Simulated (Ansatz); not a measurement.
**Pt3PbC (Pm-3m): following an unstable mode**

Wanted: the energy along a soft mode of Pt3PbC (Pm-3m) and the structure at the end.

Method: DFT PBEsol, scalar-relativistic, plane waves, PAW; PAW set soft_1, in Ansatz 0.2.0.

### 1. Starting point

The structure is cubic, space group Pm-3m (No. 221). Conventional cell: a = 4.281 Å, b = 4.281 Å, c = 4.281 Å, α = 90.00°, β = 90.00°, γ = 90.00°. Pt has 2 C at 2.14 Å and 8 Pt at 3.03 Å and 4 Pb at 3.03 Å nearest. Nearest to Pb lie 12 Pt at 3.03 Å. Nearest to C lie 6 Pt at 2.14 Å. Farther neighbours are not listed.

### 2. Phonons on a q mesh

The cell comes from relaxations at this level that are not shown. Stability and thermal properties need the whole zone. Linear response on a 4×4×4 q mesh gives force constants as far as a supercell of that size would.

input.yaml

```yaml
crystal:
  lattice:
    - [4.2811329647, 0.0, 0.0]
    - [0.0, 4.2811329647, 0.0]
    - [0.0, 0.0, 4.2811329647]
  atoms:
    - { symbol: Pt, position: [0.0, 0.5, 0.5] }
    - { symbol: Pt, position: [0.5, 0.5, 0.0] }
    - { symbol: Pt, position: [0.5, 0.0, 0.5] }
    - { symbol: Pb, position: [0.0, 0.0, 0.0] }
    - { symbol: C, position: [0.5, 0.5, 0.5] }
kpoints:
  mp_grid: { grid: [8, 8, 8] }
hamiltonian:
  xc: pbesol
  pseudopotentials: { kind: paw, azcp: { folder: soft_1 }, xc_functional: pbe }
scf:
  occupations: { method: methfessel_paxton, width: 0.2 }
output:
  eigenvalues: true
phonons:
  method: dfpt
  qmesh: [4, 4, 4]
  temperatures: { t_max: 1000, t_step: 50 }
  qpath:
    path:
      - [[0.0, 0.0, 0.0], [0.0, 0.5, 0.0], [0.5, 0.5, 0.0], [0.0, 0.0, 0.0], [0.5, 0.5, 0.5], [0.0, 0.5, 0.0]]
      - [[0.5, 0.5, 0.5], [0.5, 0.5, 0.0]]
    npoints: 10
```

The run is started by

```sh
$ ansatz run input.yaml --threads 4 --pin off --max-ram 10240MiB --backend cpu --events-out ev --progress --plain --runs-dir out
```

Numbers of over 12 decimals in the logs are rounded to 6 here.

The program printed:

```text
Engine: ansatz 0.2.0, aarch64-unknown-linux-gnu
Pseudopotentials: kind: paw
Pseudopotential: Pt, paw, valence charge 18, recommended cutoff 420 eV (normal), soft_1/Pt.paw.azcp
Pseudopotential: Pb, paw, valence charge 14, recommended cutoff 420 eV (normal), soft_1/Pb.paw.azcp
Pseudopotential: C, paw, valence charge 4, recommended cutoff 420 eV (normal), soft_1/C.paw.azcp
Functional definition: PBEsol
  exchange = pbesol_x
  correlation = pbesol_c
Crystal: 5 atoms, lattice volume = 78.465 Å³
Basis set: ecut = 420 eV, 1551 PW (Γ), exchange–correlation on 60×60×60 points (8 copies of the dense FFT grid, shifted against one another)
Bands: 44, of which v1, the nominal top of the filled ones, is band 36 counted from 1 (35 counted from 0)
Symmetry: 48 space group operations
k-points: 35 of 512
Non-local potential: Pt, projectors of the file, l = 0: 3, l = 1: 2, l = 2: 2, l = 3: 1
Non-local potential: Pb, projectors of the file, l = 0: 2, l = 1: 2, l = 2: 2, l = 3: 1
Non-local potential: C, projectors of the file, l = 0: 2, l = 1: 2, l = 2: 1
PAW form: soft (Blöchl's): semilocal exchange-correlation on the pseudo side does not see the compensation charge
PAW frozen core: Pt, regenerated for the run's functional, and the local potential with it (the file was generated under x = pbe(κ = 0.804, μ = 0.219515), c = pbe(β = 0.066725))
PAW frozen core: Pb, regenerated for the run's functional, and the local potential with it (the file was generated under x = pbe(κ = 0.804, μ = 0.219515), c = pbe(β = 0.066725))
PAW frozen core: C, regenerated for the run's functional, and the local potential with it (the file was generated under x = pbe(κ = 0.804, μ = 0.219515), c = pbe(β = 0.066725))
PAW one-centre angular grid: Pt, 590 points (default); XC on 64 Gauss nodes
PAW one-centre angular grid: Pb, 590 points (default); XC on 64 Gauss nodes
PAW one-centre angular grid: C, 110 points (default); XC on 64 Gauss nodes
Initial density: superposition of atomic densities (chi_scale 0.1, normalization cell, long waves kept (reshape's long-wave potential 0.00 eV rms))
Initial wavefunctions: pseudopotential atomic-orbital guess
Functional: x = pbesol(κ = 0.804, μ = 0.123457), c = pbesol(β = 0.046)
SCF iter   1: F=—  HF=-49159.534338 eV  |F-HF|=—  |Δ(HF+E_count)|=         —  Δρ=8.06e-2  dr2=5.84e0  ethr=3.10e-3  ⟨swp⟩=6.5  Hψ=5654  notcnv=0
preconditioner: auto → Kerker (q_TF=auto, 2.689 Å⁻¹)  [metal: Δε(μ)=0.031 eV  Ē_g=10.981 eV  σ=0.200 eV  W_gap=0.13  n_scr=26 (ndim 8)  ℏωp=29.0 eV  f_vac=0.000  D(μ)=5.73/eV (n_scr^D=80)]
SCF iter   2: F=—  HF=-49158.456329 eV  |F-HF|=—  |Δ(HF+E_count)|=    1.08e0  S|Δr|=    0.00e0  Δρ=4.10e-2  dr2=1.59e0  ethr=3.10e-3  ⟨swp⟩=2.8  Hψ=2590  notcnv=0  defer=70
SCF iter   3: F=—  HF=-49158.077056 eV  |F-HF|=—  |Δ(HF+E_count)|=   3.79e-1  S|Δr|=    0.00e0  Δρ=5.49e-3  dr2=2.34e-2  ethr=2.21e-3  ⟨swp⟩=2.0  Hψ=2289  notcnv=0  defer=70
SCF iter   4: F=—  HF=-49158.073133 eV  |F-HF|=—  |Δ(HF+E_count)|=   3.92e-3  S|Δr|=    0.00e0  Δρ=9.26e-4  dr2=1.03e-3  ethr=3.25e-5  ⟨swp⟩=1.1  Hψ=1826  notcnv=0  defer=70
SCF iter   5: F=—  HF=-49158.072899 eV  |F-HF|=—  |Δ(HF+E_count)|=   2.35e-4  S|Δr|=    0.00e0  Δρ=2.56e-4  dr2=9.69e-5  ethr=1.43e-6  ⟨swp⟩=2.1  Hψ=2157  notcnv=0  defer=70
SCF iter   6: F=—  HF=-49158.072867 eV  |F-HF|=—  |Δ(HF+E_count)|=   3.14e-5  S|Δr|=    0.00e0  Δρ=6.88e-5  dr2=5.42e-6  ethr=1.35e-7  ⟨swp⟩=2.1  Hψ=2056  notcnv=0  defer=70
SCF iter   7: F=—  HF=-49158.072872 eV  |F-HF|=—  |Δ(HF+E_count)|=   4.64e-6  S|Δr|=    0.00e0  Δρ=1.67e-5  dr2=3.09e-7  ethr=7.53e-9  ⟨swp⟩=2.2  Hψ=2206  notcnv=0  defer=70
SCF iter   8: F=—  HF=-49158.072872 eV  |F-HF|=—  |Δ(HF+E_count)|=   7.99e-8  S|Δr|=    0.00e0  Δρ=3.50e-6  dr2=6.15e-9  ethr=4.29e-10  ⟨swp⟩=2.0  Hψ=2298  notcnv=0  defer=70
SCF iter   9: F=—  HF=-49158.072872 eV  |F-HF|=—  |Δ(HF+E_count)|=  3.06e-10  S|Δr|=    0.00e0  Δρ=7.84e-7  dr2=3.55e-10  ethr=8.54e-12  ⟨swp⟩=2.0  Hψ=2291  notcnv=0  defer=70
SCF iter  10: F=-49158.072872 eV  HF=-49158.072872 eV  |F-HF|=7.28e-12  |Δ(HF+E_count)|=  7.28e-12  S|Δr|=    0.00e0  Δρ=1.08e-7  dr2=6.37e-12  ethr=1.00e-12  ⟨swp⟩=11.1  Hψ=8682  notcnv=0
SCF 1 converged in 10 iterations: F = -49158.072872 eV  dr2 = 6.37e-12
  greatest PAW one-centre occupation: 1.000 electrons in one spin orbital (limit 2), on the Pt atom at site 2 (counted from 0), in its partial waves of l = 0
Initial density: read from a saved state, or passed on in memory by an earlier SCF of this step, an earlier step, the calling program or the single point that the run made first
iter 1 solved again at ethr=8.01e-8 eV; its pass at ethr=3.10e-3 eV (dr2=5.77e-5 eV) is discarded
SCF iter   1: F=—  HF=-49158.072862 eV  |F-HF|=—  |Δ(HF+E_count)|=         —  Δρ=4.64e-7  dr2=2.29e-10  ethr=8.01e-8  ⟨swp⟩=3.9  Hψ=9680  notcnv=0
eigensolver tolerance schedule: the retry pair's looser diagonalisation over-reported the residual by 251942.19 of it (diagonalisation noise at an unbounded share of the residual, at the tolerance the schedule requests for it); recorded, not acted on — ethr = c·dr2/N_el stays at c = 1.0e-1
preconditioner: auto → Kerker (q_TF=auto, 2.689 Å⁻¹)  [metal: Δε(μ)=0.012 eV  Ē_g=11.179 eV  σ=0.200 eV  W_gap=0.05  n_scr=26 (ndim 8)  ℏωp=29.0 eV  f_vac=0.000  D(μ)=4.71/eV (n_scr^D=56)]
SCF iter   2: F=—  HF=-49158.072872 eV  |F-HF|=—  |Δ(HF+E_count)|=   9.61e-6  S|Δr|=    0.00e0  Δρ=2.72e-7  dr2=5.56e-11  ethr=1.00e-12  ⟨swp⟩=4.0  Hψ=4224  notcnv=0
SCF iter   3: F=—  HF=-49158.072872 eV  |F-HF|=—  |Δ(HF+E_count)|=  2.18e-11  S|Δr|=    0.00e0  Δρ=1.81e-7  dr2=2.44e-11  ethr=1.00e-12  ⟨swp⟩=1.0  Hψ=1540  notcnv=0
SCF iter   4: F=-49158.072872 eV  HF=-49158.072872 eV  |F-HF|=7.28e-12  |Δ(HF+E_count)|=    0.00e0  S|Δr|=    0.00e0  Δρ=2.32e-8  dr2=3.35e-13  ethr=1.00e-12  ⟨swp⟩=3.2  Hψ=4282  notcnv=0
SCF 2 converged in 4 iterations: F = -49158.072872 eV  dr2 = 3.35e-13
  greatest PAW one-centre occupation: 1.000 electrons in one spin orbital (limit 2), on the Pt atom at site 0 (counted from 0), in its partial waves of l = 0
phonons: the bands overlap, so this run is a metal and interpolates without the dipole-dipole term. If the crystal is really an insulator or semiconductor, its LO-TO splitting is missing
NSCF: frozen V_eff on 35 k-points
WARN: eigensolver did not converge (k=27): 1 band(s) unlocked after 20 sweeps at ethr=1.93e-12 eV (storage-precision floor; scheduled 1.00e-12 eV) (lowest unlocked band 43, counted from 0; max residual 3.91e-6 eV among the unlocked bands, 3.91e-6 eV over every band; other slots of this pass that fall short are told together in one closing line; warning suppressed until the next SCF loop or pass starts)
NSCF: frozen V_eff on 125 k-points
DFPT response loops at q = (0, 0, 0) (fractional): preconditioner auto → Kerker (q_TF=auto, 2.689 Å⁻¹) (partly filled bands, converged f_vac=0.000); β = 1.00, the filter's whole step (`scf.mixing.beta` (0.50) is not read by the response loops under this deck's `scf.mixing.preconditioner`; to damp them name `kerker` or `kerker_dos`, under which they read `scf.mixing.beta`, and type it under 1.00, their step now; both keys bind the ground state too); Broyden in place of MSR1
NSCF: frozen V_eff on 400 k-points
DFPT response loops at q = (0, 0, 0.25) (fractional): mixed as the last ones told, above
NSCF: frozen V_eff on 250 k-points
DFPT response loops at q = (0, 0, -0.5) (fractional): mixed as the last ones told, above
NSCF: frozen V_eff on 640 k-points
DFPT response loops at q = (0, 0.25, 0.25) (fractional): mixed as the last ones told, above
NSCF: frozen V_eff on 400 k-points
DFPT response loops at q = (0, 0.25, -0.5) (fractional): mixed as the last ones told, above
NSCF: frozen V_eff on 250 k-points
DFPT response loops at q = (0, -0.5, -0.5) (fractional): mixed as the last ones told, above
NSCF: frozen V_eff on 1024 k-points
DFPT response loops at q = (0.25, 0.25, 0.25) (fractional): mixed as the last ones told, above
NSCF: frozen V_eff on 640 k-points
DFPT response loops at q = (0.25, 0.25, -0.5) (fractional): mixed as the last ones told, above
NSCF: frozen V_eff on 400 k-points
DFPT response loops at q = (0.25, -0.5, -0.5) (fractional): mixed as the last ones told, above
NSCF: frozen V_eff on 250 k-points
DFPT response loops at q = (-0.5, -0.5, -0.5) (fractional): mixed as the last ones told, above
SCF converged after 10 iterations
Stability not checked: this state was not tested for a lower state beside it, because cold or Methfessel-Paxton smearing, or corrected tetrahedra, fill the levels in a way that the test cannot read (fill_not_monotonic; see scf.lower_state_search)
Free energy (F): -49158.072872 eV
Harris-Foulkes:  -49158.072872 eV  (|F-HF|=7.28e-12)
Internal energy: -49158.071456 eV  (E = F + TS)
E sigma→0 (E₀):  -49158.072518 eV
Entropy (-TS):   -0.001415 eV (-0.283 meV/atom)
Fermi energy:    18.472221 eV
Step filling:    the computed levels leave a gap of 0.0408 eV = 0.2 smearing widths at the electron count; against every level under it full and every level over it empty, smearing changes F+E_penalty+E_count by +1.013 meV and its σ→0 estimate by +1.367 meV
--- Per-component energies (eV) ---
  E_band       = -521.006850
  E_kinetic    = 2174.149849
  E_local      = -6018.687769  (includes V_loc(G=0)·N_el)
  E_nonlocal   = 954.770167
  E_hartree    = 2308.400302
  E_xc         = -944.163489
  E_vxc        = -1008.869572  (∫ρ·V_xc dr)
  E_paw        = -38377.413415  (= ΣΔE_a)
  E_vpaw       = -1239.173340  (= ΣTr[D̂ρ^β])
  E_aug_tail   = 0.003282  (compensation charges beyond the density's cutoff)
  E_ewald      = -9256.074747
  E_core_change = 0.944364  (= ΣΔE_core)
  E_smearing   = -0.001415  (= −TS)
  E_closure    = -0.000000  (closes the sum)
  Σ components = -49158.072872   (vs F -49158.072872, Δ=0.00e0)
--- Band table (eV; the first three rows and the last of 35) ---
  k-point 0: bands = [... 32 lower, 17.9249, 17.9249, 17.9249, 17.9369, 18.8545, 19.7208, 19.7208, 19.7208, ... 4 higher]
  k-point 1: bands = [... 32 lower, 17.8185, 17.9252, 18.0139, 18.0139, 18.3375, 20.0178, 20.0178, 20.5436, ... 4 higher]
  k-point 2: bands = [... 32 lower, 17.4769, 17.9259, 18.2393, 18.2393, 18.3465, 20.7651, 20.7651, 21.1015, ... 4 higher]
  k-point 34: bands = [... 32 lower, 16.7808, 17.7595, 17.7595, 17.7595, 17.9209, 19.7407, 19.7407, 19.7407, ... 4 higher]
--- Phonons (Γ-DFPT): 4 representative perturbations + reference (Σ response iterations 14) ---
  ASR residual: 9.721e-5 → 0.000e0 eV/Å²; symmetrization residual: 3.984e-6 eV/Å²
  ASR residual per site (eV/Å²): 9.72e-5 9.72e-5 9.72e-5 3.84e-5 1.19e-5
  Γ frequencies (cm⁻¹): -122.01 -122.01 -122.01 0.00 0.00 0.00 44.28 44.28 44.28 87.16 87.16 87.16 225.05 225.05 225.05
--- Phonons (arbitrary-q DFPT): 10 irreducible q on the 4×4×4 mesh ---
  q = [0.0000, 0.0000, 0.0000] (star 1, of the zone-centre solve; hermiticity 1.13e-6, symmetrization 1.17e-11): -122.01 -122.01 -122.01 -0.00 -0.00 0.00 44.28 44.28 44.28 87.16 87.16 87.16 225.05 225.05 225.05
  q = [0.0000, 0.0000, 0.2500] (star 6, 9 solved perturbations in 1560 linear systems a pass and spin channel, the states on 200 of 512 k-point pairs; hermiticity 1.10e-6, symmetrization 2.17e-12): -126.10 -126.10 -36.82 -36.82 -31.94 -31.03 36.79 36.79 77.78 86.31 86.31 93.54 218.52 218.52 419.00
  q = [0.0000, 0.0000, -0.5000] (star 3, 9 solved perturbations in 975 linear systems a pass and spin channel, the states on 125 of 512 k-point pairs; hermiticity 6.05e-7, symmetrization 2.44e-12): -93.01 -93.01 -77.15 -77.15 -46.60 21.03 46.15 46.15 84.73 85.30 85.30 104.04 212.82 212.82 519.98
  q = [0.0000, 0.2500, 0.2500] (star 12, 9 solved perturbations in 2460 linear systems a pass and spin channel, the states on 320 of 512 k-point pairs; hermiticity 1.11e-6, symmetrization 5.46e-13): -118.49 -70.88 -52.34 -31.69 -25.83 -20.98 18.12 51.84 84.89 85.31 95.24 101.83 215.05 406.59 422.85
  q = [0.0000, 0.2500, -0.5000] (star 12, 15 solved perturbations on 200 of 512 k-point pairs; hermiticity 6.53e-7, symmetrization 1.23e-13): -95.14 -89.36 -70.48 -58.34 -43.35 21.12 21.89 52.27 84.19 90.54 95.03 116.15 208.95 413.47 520.51
  q = [0.0000, -0.5000, -0.5000] (star 3, 9 solved perturbations in 975 linear systems a pass and spin channel, the states on 125 of 512 k-point pairs; hermiticity 8.13e-7, symmetrization 6.86e-13): -100.57 -64.58 -63.36 -63.36 -62.04 -62.04 44.16 64.18 82.39 97.27 97.27 122.62 190.05 522.52 522.52
  q = [0.2500, 0.2500, 0.2500] (star 8, 4 solved perturbations in 1376 linear systems a pass and spin channel, the states on 512 of 512 k-point pairs; hermiticity 5.58e-7, symmetrization 2.38e-12): -65.76 -65.76 -64.44 -39.06 28.38 28.38 52.78 52.78 83.78 92.95 92.95 118.24 397.94 421.75 421.75
  q = [0.2500, 0.2500, -0.5000] (star 12, 9 solved perturbations in 2460 linear systems a pass and spin channel, the states on 320 of 512 k-point pairs; hermiticity 3.81e-7, symmetrization 1.64e-12): -72.77 -64.25 -56.77 -26.04 -22.72 19.03 48.15 53.83 92.38 94.05 94.17 133.32 407.91 421.83 520.51
  q = [0.2500, -0.5000, -0.5000] (star 6, 9 solved perturbations in 1560 linear systems a pass and spin channel, the states on 200 of 512 k-point pairs; hermiticity 4.97e-7, symmetrization 3.44e-13): -68.63 -63.16 -63.16 -19.97 -19.97 40.36 48.94 58.30 93.67 98.08 98.08 145.82 413.68 527.09 527.09
  q = [-0.5000, -0.5000, -0.5000] (star 1, 4 solved perturbations in 350 linear systems a pass and spin channel, the states on 125 of 512 k-point pairs; hermiticity 8.86e-7, symmetrization 1.37e-12): -68.78 -68.78 -68.78 22.18 22.18 56.42 56.42 56.42 99.48 99.48 99.48 158.08 539.49 539.49 539.49
  sum rule: each row above includes the acoustic sum rule's correction from the zone centre's row sums; it moved no ω² by more than (0.52 cm⁻¹)²
  mesh force constants: q→R imaginary residual 2.03e-18; ASR residual 9.721e-5 → 0.000e0 eV/Å²; symmetrization residual 6.217e-15 eV/Å²
  interpolated dispersion: 62 rows × 15 modes
  density of states and harmonic sums: on the 16×16×16 q-mesh, interpolated from the force constants of a 4×4×4 supercell (no non-analytic term)
  largest difference from the sums on the solved wave vectors: F 3.63e-2 eV, S 4.54e-5 and C_V 9.55e-6 eV/K
  zero-point energy: 0.103716 eV/cell   skipped modes (ω ≤ 0): 828, of them read as no rigid motion or as one in doubt: 825 (5.081e0 modes/cell left out, lowest -127.33 cm⁻¹)   left out of the sums: 3.39e-1 of the cell's modes: C_V's classical limit lies that fraction below 3 k_B per atom; for a crystal, a wire or a layer, F and S can be off by more, and a phonons.interpolated_qmesh denser along its periods is the remedy for the sampling
```

The job ended after 21 min (4 threads of Arm Neoverse V2, shared host; peak memory 3.7 GiB).

In the SCF lines HF is the Harris–Foulkes energy and dr2 the Hartree energy of the density residual, in eV; the loop may stop once dr2 is under the threshold and the program's other checks hold. Hψ counts applications of the Hamiltonian.

This step gave:

```
volume per atom                                         : 15.69 Å³
gap on the k-mesh                                       : 0 eV
sum-rule residual before enforcement                    : 9.72e-5 eV/Å²
lowest frequency on the path                            : -127.4 cm⁻¹
point group                                             : m-3m
highest frequency on the path or at a solved wavevector : 539.5 cm⁻¹
highest optical mode at the zone centre (no LO-TO term) : 225.1 cm⁻¹
lowest optical zone-centre mode                         : -122.0 cm⁻¹
lowest mode on the q mesh (acoustic modes at Γ apart)   : -126.1 cm⁻¹
```

Frequencies (cm⁻¹) solved at each irreducible wavevector; negative means imaginary. Frequencies by wavevector, by row:

```
q in reciprocal lattice units  star  mode 1  mode 2  mode 3  mode 4  mode 13  mode 14  mode 15
                        0 0 0     1    -122    -122    -122       0    225.1    225.1    225.1
                     0 0 0.25     6  -126.1  -126.1   -36.8   -36.8    218.5    218.5      419
                     0 0 -0.5     3     -93     -93   -77.2   -77.2    212.8    212.8      520
                  0 0.25 0.25    12  -118.5   -70.9   -52.3   -31.7    215.1    406.6    422.9
                  0 0.25 -0.5    12   -95.1   -89.4   -70.5   -58.3    208.9    413.5    520.5
                  0 -0.5 -0.5     3  -100.6   -64.6   -63.4   -63.4    190.1    522.5    522.5
               0.25 0.25 0.25     8   -65.8   -65.8   -64.4   -39.1    397.9    421.8    421.8
               0.25 0.25 -0.5    12   -72.8   -64.2   -56.8     -26    407.9    421.8    520.5
               0.25 -0.5 -0.5     6   -68.6   -63.2   -63.2     -20    413.7    527.1    527.1
               -0.5 -0.5 -0.5     1   -68.8   -68.8   -68.8    22.2    539.5    539.5    539.5
```

Interpolated from a 4×4×4 q mesh. The phonon branches at the labelled points (cm⁻¹):

```
    point  branch 1  branch 2  branch 3  branch 4  branch 12  branch 13  branch 14  branch 15
        Γ      -122      -122      -122         0         87        225        225        225
  halfway      -126      -126       -37       -37         94        218        218        419
        X       -93       -93       -77       -77        104        213        213        520
  halfway       -95       -89       -70       -58        116        209        414        520
        M      -101       -65       -63       -63        123        190        522        522
  halfway      -118       -71       -52       -32        102        215        407        423
        Γ      -122      -122      -122         0         87        225        225        225
  halfway       -66       -66       -64       -39        118        398        422        422
        R       -69       -69       -69        22        158        540        540        540
  halfway       -73       -64       -57       -26        133        408        422        520
        X       -93       -93       -77       -77        104        213        213        520
jump to R       -69       -69       -69        22        158        540        540        540
  halfway       -69       -63       -63       -20        146        414        527        527
        M      -101       -65       -63       -63        123        190        522        522
```

Symmetry leaves 10 wavevectors to solve. The lowest mode among them, the acoustic zeros apart, lies at q = (0, 0, 0.25) and is imaginary, 126.1i cm⁻¹, so the energy falls along it.

### 3. The mode frozen in, largest atomic shift 0 Å

The mode followed lies at Γ with frequency 122.0i cm⁻¹ and is 3-fold degenerate, one of the unstable modes though not the softest. At small amplitude the distorted cell has space group no. 38 by a symmetry search on the positions. The undistorted cell that holds it gives the zero of energy on the same k mesh.

input.yaml, the sections that differ from step 2:

```yaml
output:
  forces: true
  stress: true
  eigenvalues: true
# crystal, kpoints, hamiltonian, scf: as in step 2
# phonons: removed
```

The program printed:

```text
[...]
Crystal: 5 atoms, lattice volume = 78.465 Å³
Basis set: ecut = 420 eV, 1551 PW (Γ), exchange–correlation on 60×60×60 points (8 copies of the dense FFT grid, shifted against one another)
Bands: 44, of which v1, the nominal top of the filled ones, is band 36 counted from 1 (35 counted from 0)
Symmetry: 48 space group operations
[...]
k-points: 35 of 512
[...]
k-point 0: bands = [... 32 lower, 17.9249, 17.9249, 17.9249, 17.9369, 18.8544, 19.7208, 19.7208, 19.7208, ... 4 higher]
  k-point 1: bands = [... 32 lower, 17.8185, 17.9252, 18.0139, 18.0139, 18.3374, 20.0178, 20.0178, 20.5436, ... 4 higher]
  k-point 2: bands = [... 32 lower, 17.4768, 17.9259, 18.2393, 18.2393, 18.3465, 20.7651, 20.7651, 21.1015, ... 4 higher]
  k-point 34: bands = [... 32 lower, 16.7808, 17.7595, 17.7595, 17.7595, 17.9209, 19.7407, 19.7407, 19.7407, ... 4 higher]
[key lines of the parts left out:]
SCF converged after 8 iterations
Free energy (F): -49158.072872 eV
Fermi energy:    18.472217 eV
P = ⅓ Tr σ = -0.0000 GPa (-0.000 kbar)
```

Wall time 1.6 s (4 threads); peak memory 0.43 GiB.

This step gave:

```yaml
pressure: -3.31e-5 GPa
energy_from_the_undistorted_cell: 0 meV/atom
```

The run ends at a pressure of 0.00 GPa.

(Continued in part 2 of 3.)

[Logs are printed without paths, hosts, clocks, repeated set-up lines and the standing remarks that a program may print on its own settings, such as how far it seeks lower states.]

[Hosts, paths, dates, database ids (printed as entryN), source tags and the programs' standing remarks are cut or masked in the printed files.]
